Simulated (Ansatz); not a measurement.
**La on Ta(110): change of the work function**

Aim: the work function of Ta(110) at several coverages of La (hollow site), and the dipole that each adsorbate carries.

Program: Ansatz 0.2.0. Level of theory: plane-wave DFT, PBE, Ansatz PAW. Results are calculated unless marked as measured.

## Step 1: Set-up

The cell holds 4 atoms: 4 Ta. Cell: a = 2.867 Å, b = 2.867 Å, c = 25.022 Å, α = 90.0°, β = 90.0°, γ = 70.5°. Vacuum lies along c.

As a file:

```cif
data_structure
_symmetry_space_group_name_H-M 'P 1'
_symmetry_Int_Tables_number 1
_cell_length_a 2.8665
_cell_length_b 2.8665
_cell_length_c 25.0216
_cell_angle_alpha 90.000
_cell_angle_beta 90.000
_cell_angle_gamma 70.529
_cell_volume 193.85
loop_
_atom_site_label
_atom_site_type_symbol
_atom_site_fract_x
_atom_site_fract_y
_atom_site_fract_z
_atom_site_occupancy
Ta1 Ta 0.00000 0.00000 0.35969 1
Ta2 Ta 0.50000 0.50000 0.45323 1
Ta3 Ta 0.00000 0.00000 0.54677 1
Ta4 Ta 0.50000 0.50000 0.64031 1
```

## Step 2: The clean slab

The bare slab comes first, as the zero from which every change is counted. The two lowest layers are held at bulk places and the upper ones relax. The dipole correction removes the false field that a one-sided slab makes across the periodic vacuum, so each face gets a flat vacuum level of its own.

Input file input.yaml:

```yaml
crystal:
  lattice:
    - [2.3405234457, -1.655, 0.0]
    - [2.3405234457, 1.655, 0.0]
    - [0.0, 0.0, 25.0215703372]
  atoms:
    - { symbol: Ta, position: [0.0, 0.0, 0.3596896549] }
    - { symbol: Ta, position: [0.5, 0.5, 0.453229885] }
    - { symbol: Ta, position: [0.0, 0.0, 0.546770115] }
    - { symbol: Ta, position: [0.5, 0.5, 0.6403103451] }
kpoints:
  mp_grid: { grid: [12, 12, 1] }
hamiltonian:
  xc: pbe
scf:
  occupations: { method: fermi_dirac, width: 0.1 }
  convergence: { dr2_threshold: 1.0e-08 }
efield:
  axis: 3
  dipole_correction: true
  ramp_position: 0.97
  ramp_width: 0.06
relax:
  f_tol: 0.02
  max_steps: 60
  constraints: [{ sites: [0, 1] }]
output:
  write_potential: true
  write_density: true
  volumetric_format: npy
```

Started as:

```bash
> ansatz run input.yaml --threads 4 --pin off --max-ram 16384MiB --backend cpu --events-out ev --progress --plain --runs-dir out
```

Numbers of over 12 decimals in the logs are rounded to 6 here.

The log of the run:

```text
Engine: ansatz 0.2.0, aarch64-unknown-linux-gnu
Pseudopotentials: kind: paw
Pseudopotential: Ta, paw, valence charge 13, recommended cutoff 420 eV (normal), Ta.paw.azcp
Functional definition: PBE
  parameter kappa = 0.804
  parameter beta = 0.066725
  exchange = pbe_x(kappa = kappa, mu = beta*pi^2/3)
  correlation = pbe_c(beta = beta)
Crystal: 4 atoms, lattice volume = 193.845 Å³
Basis set: ecut = 420 eV, 3793 PW (Γ), exchange–correlation on 40×40×360 points (8 copies of the dense FFT grid, shifted against one another)
Bands: 32, of which v1, the nominal top of the filled ones, is band 26 counted from 1 (25 counted from 0)
Symmetry: 4 space group operations
k-points: 43 of 144
Non-local potential: Ta, projectors of the file, l = 0: 3, l = 1: 2, l = 2: 2, l = 3: 1
PAW form: soft (Blöchl's): semilocal exchange-correlation on the pseudo side does not see the compensation charge
PAW one-centre angular grid: Ta, 590 points (default); XC on 64 Gauss nodes
Initial density: superposition of atomic densities (neutral atoms: chi_scale 0, normalization atom), corrected by the library's trained network
Initial wavefunctions: pseudopotential atomic-orbital guess
Functional: x = pbe(κ = 0.804, μ = 0.219515), c = pbe(β = 0.066725)
SCF iter   1: F=—  HF=-39726.805781 eV  |F-HF|=—  |Δ(HF+E_count)|=         —  Δρ=5.76e-3  dr2=1.31e0  ethr=1.77e-3  p=0.000 e·Å  D=2.87e-15 V/Å  ΔV_dip=-0.00 eV  dr2_dipole=3.97e-7  V_vac-E_F(+/−)=4.99/4.99 eV  ⟨swp⟩=7.2  Hψ=6700  notcnv=0
efield: sawtooth ramp at fractional position 0.9700 (set: `efield.ramp_position`, or a place that a band, a saddle search or an elastic batch's reference lends), width 0.0600; the density the first Hamiltonian is built on has a dipole p = 0.000 e·Å; the dipole correction subtracts the counter field D = 2.87e-15 V/Å, which shifts the + side's vacuum level by -0.00 eV against the − side's; the planar-averaged density in the ramp window peaks in size at 1.7e-5 e/Å³
preconditioner: auto → LDOS  [metal: Δε(μ)=0.027 eV  Ē_g=3.845 eV  σ=0.100 eV  W_gap=0.07  n_scr=16 (ndim 8)  ℏωp=11.9 eV  f_vac=0.544  D(μ)=5.69/eV (n_scr^D=18)  β→1.0]
SCF iter   2: F=—  HF=-39726.762829 eV  |F-HF|=—  |Δ(HF+E_count)|=   4.30e-2  Δρ=1.63e-3  dr2=8.36e-3  ethr=1.77e-3  p=0.000 e·Å  D=1.67e-5 V/Å  ΔV_dip=-0.00 eV  dr2_dipole=3.15e-7  V_vac-E_F(+/−)=4.81/4.81 eV  ⟨swp⟩=1.4  Hψ=1741  notcnv=0
SCF iter   3: F=—  HF=-39726.763830 eV  |F-HF|=—  |Δ(HF+E_count)|=   1.00e-3  Δρ=5.10e-4  dr2=2.77e-3  ethr=1.61e-5  p=0.000 e·Å  D=3.06e-6 V/Å  ΔV_dip=-0.00 eV  dr2_dipole=3.35e-9  V_vac-E_F(+/−)=4.83/4.83 eV  ⟨swp⟩=2.9  Hψ=2823  notcnv=0
SCF iter   4: F=—  HF=-39726.763797 eV  |F-HF|=—  |Δ(HF+E_count)|=   3.32e-5  Δρ=1.73e-4  dr2=1.10e-4  ethr=5.34e-6  p=0.000 e·Å  D=2.16e-6 V/Å  ΔV_dip=-0.00 eV  dr2_dipole=4.75e-12  V_vac-E_F(+/−)=4.82/4.82 eV  ⟨swp⟩=2.3  Hψ=2226  notcnv=0
SCF iter   5: F=—  HF=-39726.763802 eV  |F-HF|=—  |Δ(HF+E_count)|=   5.00e-6  Δρ=5.33e-5  dr2=4.45e-6  ethr=2.12e-7  p=0.000 e·Å  D=1.34e-6 V/Å  ΔV_dip=-0.00 eV  dr2_dipole=4.23e-11  V_vac-E_F(+/−)=4.81/4.81 eV  ⟨swp⟩=2.5  Hψ=2216  notcnv=0
SCF iter   6: F=—  HF=-39726.763676 eV  |F-HF|=—  |Δ(HF+E_count)|=   1.25e-4  Δρ=2.05e-5  dr2=1.62e-6  ethr=8.57e-9  p=0.000 e·Å  D=6.97e-7 V/Å  ΔV_dip=-0.00 eV  dr2_dipole=2.92e-13  V_vac-E_F(+/−)=4.81/4.81 eV  ⟨swp⟩=2.7  Hψ=2519  notcnv=0
SCF iter   7: F=—  HF=-39726.763677 eV  |F-HF|=—  |Δ(HF+E_count)|=   4.16e-7  Δρ=5.04e-6  dr2=4.42e-8  ethr=3.12e-9  p=0.000 e·Å  D=3.02e-7 V/Å  ΔV_dip=-0.00 eV  dr2_dipole=1.73e-12  V_vac-E_F(+/−)=4.81/4.81 eV  ⟨swp⟩=2.7  Hψ=2586  notcnv=0
SCF iter   8: F=-39726.763677 eV  HF=-39726.763677 eV  |F-HF|=1.95e-8  |Δ(HF+E_count)|=   7.49e-8  Δρ=1.58e-6  dr2=3.85e-9  ethr=1.92e-11  p=0.000 e·Å  D=1.31e-7 V/Å  ΔV_dip=-0.00 eV  dr2_dipole=1.82e-13  V_vac-E_F(+/−)=4.81/4.81 eV  ⟨swp⟩=10.9  Hψ=10415  notcnv=0
SCF 1 converged in 8 iterations: F = -39726.763677 eV  dr2 = 3.85e-9
  greatest PAW one-centre occupation: 0.999 electrons in one spin orbital (limit 2), on the Ta atom at site 0 (counted from 0), in its partial waves of l = 0
relax step   1: F+E_penalty+E_count = -39726.76367691 eV  Δ(F+E_penalty+E_count) = +0.000e0 eV  max|allowed force component| = 4.148e-1 eV/Å  Δτ_max = 0.0000 Å  (8 SCF iters, accepted)
Initial density: handed on by an earlier stage of this run
Initial wavefunctions: those handed on with the density
iter 1 solved again at ethr=2.39e-3 eV; its pass at ethr=3.10e-3 eV (dr2=1.24e0 eV) is discarded
SCF iter   1: F=—  HF=-39726.839725 eV  |F-HF|=—  |Δ(HF+E_count)|=         —  Δρ=9.90e-3  dr2=1.15e0  ethr=2.39e-3  p=0.000 e·Å  D=1.07e-6 V/Å  ΔV_dip=-0.00 eV  dr2_dipole=5.18e-3  V_vac-E_F(+/−)=4.85/4.85 eV  ⟨swp⟩=1.1  Hψ=5524  notcnv=0
efield: sawtooth ramp at fractional position 0.9700 (set: `efield.ramp_position`, or a place that a band, a saddle search or an elastic batch's reference lends), width 0.0600; the density the first Hamiltonian is built on has a dipole p = 0.000 e·Å; the dipole correction subtracts the counter field D = 1.07e-6 V/Å, which shifts the + side's vacuum level by -0.00 eV against the − side's; the planar-averaged density in the ramp window peaks in size at 9.3e-6 e/Å³
preconditioner: auto → LDOS  [metal: Δε(μ)=0.002 eV  Ē_g=3.957 eV  σ=0.100 eV  W_gap=0.00  n_scr=16 (ndim 8)  ℏωp=11.9 eV  f_vac=0.555  D(μ)=5.52/eV (n_scr^D=18)  β→1.0]
SCF iter   2: F=—  HF=-39726.769057 eV  |F-HF|=—  |Δ(HF+E_count)|=   7.07e-2  Δρ=5.59e-3  dr2=2.66e-1  ethr=2.21e-3  p=0.012 e·Å  D=1.12e-2 V/Å  ΔV_dip=-0.28 eV  dr2_dipole=6.71e-3  V_vac-E_F(+/−)=4.53/4.81 eV  ⟨swp⟩=3.0  Hψ=2184  notcnv=0
SCF iter   3: F=—  HF=-39726.745759 eV  |F-HF|=—  |Δ(HF+E_count)|=   2.33e-2  Δρ=1.82e-3  dr2=2.99e-2  ethr=5.11e-4  p=0.006 e·Å  D=5.53e-3 V/Å  ΔV_dip=-0.14 eV  dr2_dipole=1.11e-3  V_vac-E_F(+/−)=4.69/4.83 eV  ⟨swp⟩=3.1  Hψ=2953  notcnv=0
SCF iter   4: F=—  HF=-39726.742032 eV  |F-HF|=—  |Δ(HF+E_count)|=   3.73e-3  Δρ=4.37e-4  dr2=8.85e-4  ethr=5.74e-5  p=0.006 e·Å  D=5.97e-3 V/Å  ΔV_dip=-0.15 eV  dr2_dipole=2.49e-5  V_vac-E_F(+/−)=4.67/4.82 eV  ⟨swp⟩=2.3  Hψ=2120  notcnv=0
SCF iter   5: F=—  HF=-39726.742227 eV  |F-HF|=—  |Δ(HF+E_count)|=   1.95e-4  Δρ=1.46e-4  dr2=1.02e-4  ethr=1.70e-6  p=0.006 e·Å  D=5.82e-3 V/Å  ΔV_dip=-0.15 eV  dr2_dipole=1.05e-5  V_vac-E_F(+/−)=4.68/4.82 eV  ⟨swp⟩=2.2  Hψ=2050  notcnv=0
SCF iter   6: F=—  HF=-39726.742256 eV  |F-HF|=—  |Δ(HF+E_count)|=   2.93e-5  Δρ=4.66e-5  dr2=2.46e-5  ethr=1.96e-7  p=0.006 e·Å  D=5.53e-3 V/Å  ΔV_dip=-0.14 eV  dr2_dipole=6.35e-6  V_vac-E_F(+/−)=4.68/4.82 eV  ⟨swp⟩=2.4  Hψ=2107  notcnv=0
SCF iter   7: F=—  HF=-39726.742246 eV  |F-HF|=—  |Δ(HF+E_count)|=   1.02e-5  Δρ=1.66e-5  dr2=2.34e-6  ethr=4.72e-8  p=0.006 e·Å  D=5.42e-3 V/Å  ΔV_dip=-0.14 eV  dr2_dipole=1.74e-8  V_vac-E_F(+/−)=4.69/4.82 eV  ⟨swp⟩=2.3  Hψ=1764  notcnv=0
SCF iter   8: F=—  HF=-39726.742124 eV  |F-HF|=—  |Δ(HF+E_count)|=   1.22e-4  Δρ=4.53e-6  dr2=6.34e-8  ethr=4.51e-9  p=0.006 e·Å  D=5.34e-3 V/Å  ΔV_dip=-0.13 eV  dr2_dipole=2.64e-9  V_vac-E_F(+/−)=4.69/4.82 eV  ⟨swp⟩=2.0  Hψ=1815  notcnv=0
SCF iter   9: F=—  HF=-39726.742124 eV  |F-HF|=—  |Δ(HF+E_count)|=   6.07e-8  Δρ=1.58e-6  dr2=1.93e-8  ethr=1.92e-11  p=0.006 e·Å  D=5.32e-3 V/Å  ΔV_dip=-0.13 eV  dr2_dipole=5.06e-9  V_vac-E_F(+/−)=4.69/4.82 eV  ⟨swp⟩=11.3  Hψ=10973  notcnv=0
SCF iter  10: F=-39726.742124 eV  HF=-39726.742124 eV  |F-HF|=1.79e-9  |Δ(HF+E_count)|=   1.34e-8  Δρ=5.81e-7  dr2=1.34e-9  ethr=1.92e-11  p=0.006 e·Å  D=5.31e-3 V/Å  ΔV_dip=-0.13 eV  dr2_dipole=4.40e-10  V_vac-E_F(+/−)=4.69/4.82 eV  ⟨swp⟩=10.0  Hψ=9405  notcnv=0
SCF 2 converged in 10 iterations: F = -39726.742124 eV  dr2 = 1.34e-9
  greatest PAW one-centre occupation: 1.000 electrons in one spin orbital (limit 2), on the Ta atom at site 3 (counted from 0), in its partial waves of l = 0
relax step   2: F+E_penalty+E_count = -39726.74212442 eV  Δ(F+E_penalty+E_count) = +2.155e-2 eV  max|allowed force component| = 7.793e-1 eV/Å  Δτ_max = 0.1926 Å  (10 SCF iters, rejected (line search))
iter 1 solved again at ethr=8.38e-4 eV; its pass at ethr=3.10e-3 eV (dr2=4.36e-1 eV) is discarded
SCF iter   1: F=—  HF=-39726.815846 eV  |F-HF|=—  |Δ(HF+E_count)|=         —  Δρ=5.63e-3  dr2=4.24e-1  ethr=8.38e-4  p=0.006 e·Å  D=5.31e-3 V/Å  ΔV_dip=-0.13 eV  dr2_dipole=4.73e-3  V_vac-E_F(+/−)=4.67/4.80 eV  ⟨swp⟩=1.2  Hψ=4821  notcnv=0
efield: sawtooth ramp at fractional position 0.9700 (set: `efield.ramp_position`, or a place that a band, a saddle search or an elastic batch's reference lends), width 0.0600; the density the first Hamiltonian is built on has a dipole p = 0.006 e·Å; the dipole correction subtracts the counter field D = 5.31e-3 V/Å, which shifts the + side's vacuum level by -0.13 eV against the − side's; the planar-averaged density in the ramp window peaks in size at 5.6e-6 e/Å³
preconditioner: auto → LDOS  [metal: Δε(μ)=0.011 eV  Ē_g=3.847 eV  σ=0.100 eV  W_gap=0.03  n_scr=16 (ndim 8)  ℏωp=11.9 eV  f_vac=0.548  D(μ)=5.97/eV (n_scr^D=30)  β→1.0]
SCF iter   2: F=—  HF=-39726.790129 eV  |F-HF|=—  |Δ(HF+E_count)|=   2.57e-2  Δρ=3.00e-3  dr2=5.27e-2  ethr=8.15e-4  p=-0.002 e·Å  D=-1.66e-3 V/Å  ΔV_dip=0.04 eV  dr2_dipole=2.68e-3  V_vac-E_F(+/−)=4.86/4.82 eV  ⟨swp⟩=2.7  Hψ=2118  notcnv=0
SCF iter   3: F=—  HF=-39726.784849 eV  |F-HF|=—  |Δ(HF+E_count)|=   5.28e-3  Δρ=1.14e-3  dr2=1.41e-2  ethr=1.01e-4  p=0.002 e·Å  D=2.13e-3 V/Å  ΔV_dip=-0.05 eV  dr2_dipole=1.26e-3  V_vac-E_F(+/−)=4.77/4.82 eV  ⟨swp⟩=2.8  Hψ=2591  notcnv=0
SCF iter   4: F=—  HF=-39726.783334 eV  |F-HF|=—  |Δ(HF+E_count)|=   1.52e-3  Δρ=3.41e-4  dr2=1.45e-3  ethr=2.72e-5  p=0.002 e·Å  D=1.77e-3 V/Å  ΔV_dip=-0.04 eV  dr2_dipole=2.49e-4  V_vac-E_F(+/−)=4.77/4.82 eV  ⟨swp⟩=2.0  Hψ=1772  notcnv=0
SCF iter   5: F=—  HF=-39726.783268 eV  |F-HF|=—  |Δ(HF+E_count)|=   6.56e-5  Δρ=1.01e-4  dr2=7.32e-5  ethr=2.78e-6  p=0.002 e·Å  D=1.73e-3 V/Å  ΔV_dip=-0.04 eV  dr2_dipole=4.36e-6  V_vac-E_F(+/−)=4.77/4.82 eV  ⟨swp⟩=2.1  Hψ=1774  notcnv=0
SCF iter   6: F=—  HF=-39726.783249 eV  |F-HF|=—  |Δ(HF+E_count)|=   1.90e-5  Δρ=2.91e-5  dr2=2.16e-6  ethr=1.41e-7  p=0.002 e·Å  D=1.85e-3 V/Å  ΔV_dip=-0.05 eV  dr2_dipole=9.87e-8  V_vac-E_F(+/−)=4.77/4.82 eV  ⟨swp⟩=2.8  Hψ=2503  notcnv=0
SCF iter   7: F=—  HF=-39726.783127 eV  |F-HF|=—  |Δ(HF+E_count)|=   1.22e-4  Δρ=1.01e-5  dr2=3.48e-7  ethr=4.15e-9  p=0.002 e·Å  D=1.92e-3 V/Å  ΔV_dip=-0.05 eV  dr2_dipole=1.11e-8  V_vac-E_F(+/−)=4.77/4.82 eV  ⟨swp⟩=2.3  Hψ=2301  notcnv=0
SCF iter   8: F=—  HF=-39726.783127 eV  |F-HF|=—  |Δ(HF+E_count)|=   2.34e-7  Δρ=2.98e-6  dr2=4.09e-8  ethr=6.70e-10  p=0.002 e·Å  D=1.98e-3 V/Å  ΔV_dip=-0.05 eV  dr2_dipole=1.09e-10  V_vac-E_F(+/−)=4.77/4.82 eV  ⟨swp⟩=2.3  Hψ=2073  notcnv=0
SCF iter   9: F=-39726.783127 eV  HF=-39726.783127 eV  |F-HF|=3.39e-9  |Δ(HF+E_count)|=   3.83e-8  Δρ=1.03e-6  dr2=5.51e-9  ethr=1.92e-11  p=0.002 e·Å  D=1.99e-3 V/Å  ΔV_dip=-0.05 eV  dr2_dipole=6.10e-10  V_vac-E_F(+/−)=4.77/4.82 eV  ⟨swp⟩=10.8  Hψ=10464  notcnv=0
SCF 3 converged in 9 iterations: F = -39726.783127 eV  dr2 = 5.51e-9
relax step   3: F+E_penalty+E_count = -39726.78312741 eV  Δ(F+E_penalty+E_count) = -1.945e-2 eV  max|allowed force component| = 1.779e-2 eV/Å  Δτ_max = 0.0888 Å  (9 SCF iters, accepted)
NSCF: frozen V_eff on 43 k-points
the band table was solved once a step of the walk had ended and its energy, with any forces and stress, was formed, with the checks that follow a solve (7258 applications of the Hamiltonian). They found nothing against the state; the energy, forces and stress were not computed again (output.eigenvalues in the input reference)
WARN: The output density's exchange-correlation potential varies sharply where the density is thin. Do not read a vacuum level from v_tot or v_xc, or from such a field of the output density. On a cell that repeats whose density bears no net charge and no dipole along the vacuum's axis use v_es (v_loc + v_h of the components); under efield.dipole_correction with no amplitude use v_es + v_field, which holds any externa [...]
SCF converged after 9 iterations
Free energy (F): -39726.783127 eV
Harris-Foulkes:  -39726.783127 eV  (|F-HF|=3.39e-9)
Internal energy: -39726.594280 eV  (E = F + TS)
E sigma→0 (E₀):  -39726.688704 eV
Entropy (-TS):   -0.188848 eV (-47.212 meV/atom)
Fermi energy:    4.106388 eV
Dipole field:    D = 0.002028 V/Å  (p = 0.002172 e·Å, saw-weighted, corrected)
Work function:   Φ+ = 4.7668 eV   Φ− = 4.8176 eV
Levels:          The Fermi level and band energies are counted from a zero that moves with the ramp; work functions are not
--- Per-component energies (eV) ---
  E_band       = -1175.816873
  E_kinetic    = 1457.922004
  E_local      = -55624.545187  (includes V_loc(G=0)·N_el)
  E_nonlocal   = 59.651063
  E_hartree    = 27096.646443
  E_xc         = -870.143284
  E_vxc        = -811.251716  (∫ρ·V_xc dr)
  E_paw        = -33585.914433  (= ΣΔE_a)
  E_vpaw       = -450.895849  (= ΣTr[D̂ρ^β])
  E_aug_tail   = 0.000571  (compensation charges beyond the density's cutoff)
  E_efield     = 0.000002  (sawtooth field / dipole correction)
  E_vefield    = 0.002282  (∫n·V_field dr)
  E_ewald      = 21739.788541
  E_smearing   = -0.188848  (= −TS)
  E_closure    = -0.000000  (closes the sum)
  Σ components = -39726.783127   (vs F -39726.783127, Δ=0.00e0)
--- Forces (eV/Å), atoms counted from 1 ---
  atom   1  Ta     0.00000000     0.00000000     0.43128867
  atom   2  Ta     0.00000000     0.00000000    -0.43322402
  atom   3  Ta     0.00000000     0.00000000    -0.01585177
  atom   4  Ta     0.00000000     0.00000000     0.01778526
  max |Σ_I F_I| component: 1.87e-6 eV/Å
--- Band table (eV; the first three rows and the last of 43) ---
  k-point 0: bands = [... 22 lower, 3.5859, 3.8018, 3.9092, 4.4738, 4.5203, 4.6621, 5.1191, 5.3470, ... 2 higher]
  k-point 1: bands = [... 22 lower, 3.5025, 3.7840, 3.9078, 4.2606, 4.4534, 4.7338, 5.0508, 5.2065, ... 2 higher]
  k-point 2: bands = [... 22 lower, 3.3305, 3.6231, 3.8165, 3.9022, 4.1304, 4.4107, 5.2264, 5.4658, ... 2 higher]
  k-point 42: bands = [... 22 lower, 2.9030, 3.3565, 4.2352, 5.6752, 5.9858, 6.4812, 6.5254, 6.5718, ... 2 higher]
--- Relaxed structure (3 steps of the walk, 2 accepted, 0 SCFs on fresh bases) ---
  F+E_penalty+E_count = -39726.78312741 eV   max|allowed force component| = 1.779e-2 eV/Å
  atoms:
    - { symbol: Ta, position: [0.0, 0.0, 0.3596896549] }
    - { symbol: Ta, position: [0.5, 0.5, 0.453230] }
    - { symbol: Ta, position: [0.0, 0.0, 0.546866] }
    - { symbol: Ta, position: [0.5, 0.5, 0.636762] }
```

Wall time 22 s (4 threads of Arm Neoverse V1, shared host); peak memory 0.56 GiB.

The steps of the relaxation:

| step | energy less that of the first step (eV) | largest force component (eV/Å) |
| --- | --- | --- |
| 1 | 0.0000 | 0.4148 |
| 2 | 0.0216 | 0.7793 |
| 3 | -0.0194 | 0.0178 |

Relaxation step 2 was tried and not accepted.

The run keeps the 4 symmetry operations that it works with, so distortions that break them were not tested.

The atoms that moved most (Å):

| atom | dx | dy | dz | length |
| --- | --- | --- | --- | --- |
| Ta4 | 0.000 | 0.000 | -0.089 | 0.089 |

Final coordinates:

```cif
data_structure
_symmetry_space_group_name_H-M 'P 1'
_symmetry_Int_Tables_number 1
_cell_length_a 2.8665
_cell_length_b 2.8665
_cell_length_c 25.0216
_cell_angle_alpha 90.000
_cell_angle_beta 90.000
_cell_angle_gamma 70.529
_cell_volume 193.85
loop_
_atom_site_label
_atom_site_type_symbol
_atom_site_fract_x
_atom_site_fract_y
_atom_site_fract_z
_atom_site_occupancy
Ta1 Ta 0.00000 0.00000 0.35969 1
Ta2 Ta 0.50000 0.50000 0.45323 1
Ta3 Ta 0.00000 0.00000 0.54687 1
Ta4 Ta 0.50000 0.50000 0.63676 1
```

This step gave:

```yaml
energy_at_zero_smearing: -39726.6887 eV
work_function_upper_face: 4.767 eV
work_function_lower_face: 4.818 eV
dipole_along_the_normal: 0.002172 e·Å
step_between_the_vacuum_levels: -0.05074 eV
```

Running mean over 2.341 Å of the planar mean; the ramp of the sawtooth is left out. The electron's electrostatic potential energy less the Fermi level by z:

| z (Å) | electron's electrostatic potential energy less the Fermi level (eV) |
| --- | --- |
| 3.5 | 4.82 |
| 4.0 | 4.82 |
| 4.5 | 4.81 |
| 5.0 | 4.80 |
| 5.5 | 4.76 |
| 6.0 | 4.62 |
| 6.5 | 4.21 |
| 7.0 | 2.96 |
| 7.5 | -0.234 |
| 8.0 | -5.19 |
| 8.5 | -8.90 |
| 9.0 | -10.1 |
| 9.5 | -10.1 |
| 10.0 | -10.0 |
| 10.5 | -10.00 |
| 11.0 | -9.98 |
| 11.5 | -9.97 |
| 12.0 | -9.96 |
| 12.5 | -9.95 |
| 13.0 | -9.96 |
| 13.5 | -10.0 |
| 14.0 | -10.3 |
| 14.5 | -10.7 |
| 15.0 | -10.9 |
| 15.5 | -10.5 |
| 16.0 | -10.1 |
| 16.5 | -8.57 |
| 17.0 | -4.55 |
| 17.5 | 0.305 |
| 18.0 | 3.18 |
| 18.5 | 4.25 |
| 19.0 | 4.60 |
| 19.5 | 4.72 |
| 20.0 | 4.75 |
| 20.5 | 4.76 |
| 21.0 | 4.77 |
| 21.5 | 4.77 |

The relaxation took 3 steps and lowered the energy by 0.019 eV; the largest force on the free atoms ends at 0.018 eV/Å.

The work function of the upper face is 4.77 eV.

[end of part 1 of 3]

[Logs are printed without paths, hosts, clocks, repeated set-up lines and the standing remarks that a program may print on its own settings, such as how far it seeks lower states.]

[Hosts, paths, dates, database ids (printed as entryN), source tags and the programs' standing remarks are cut or masked in the printed files.]

[Maps of the electrostatic potential energy from Ansatz leave out the sawtooth potential of an applied field or a dipole correction, so their vacuum need not be flat; planar profiles and work functions include it.]
